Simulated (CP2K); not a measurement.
Consider 2-isocyanopyrrole at its PBE geometry (Å).

```xyz
11

C     3.2984   -0.5660    0.2651
N     2.1373   -0.3296    0.1705
C     0.8080   -0.0498    0.0588
C     0.1406    1.1600   -0.0918
C    -1.2443    0.8570   -0.1577
C    -1.3867   -0.5177   -0.0468
N    -0.1315   -1.0622    0.0828
H     0.6141    2.1329   -0.1458
H    -2.0561    1.5662   -0.2726
H    -2.2698   -1.1453   -0.0494
H     0.0899   -2.0455    0.1869
```

Method: CP2K XAS_TDP, all-electron GAPW, PBEh(45%), aug-cc-pVDZ, TDA, no relativity.

**Question.** Where do the N K-edge lines lie, and how strong are they?

Leading lines: N2 397.08 eV and N7 398.04 eV. The leading line of an atom is its first one with 35 % of the strongest within 2.5 eV of its lowest line over the strength cut. 

The first six lines of each atom with a strength over 0.0015:

```
                    atom  energy (eV)  states  strength, one atom
      N2 (bonded to 2 C)       397.08       1              0.0320
                               397.11       1              0.0374
                               400.52       1              0.0162
                               401.79       1              0.0048
                               402.45       1              0.0023
                               403.50       1              0.0044
N7 (bonded to 2 C and H)       398.04       1              0.0310
                               399.50       1              0.0161
                               400.91       1              0.0095
                               401.23       1              0.0016
                               401.99       1              0.0020
                               402.57       1              0.0016
```

Lines are vertical, at one geometry, with no vibrational structure. Without a correction of the core level, line positions, and the gaps between valence and Rydberg lines, follow the share of exact exchange. At this level such K lines come out 3 to 6 eV under measured ones. These values hold no scalar relativity, about 0.2 eV for N 1s. Rydberg lines, and the discretised continuum above threshold, depend on the basis and the box.

[Banner, clock and machine lines of the logs are left out without a mark of their own.]

[Logs are printed without paths, hosts, clocks, repeated set-up lines and the standing remarks that a program may print on its own settings, such as how far it seeks lower states.]

[Hosts, paths, dates, database ids (printed as entryN), source tags and the programs' standing remarks are cut or masked in the printed files.]
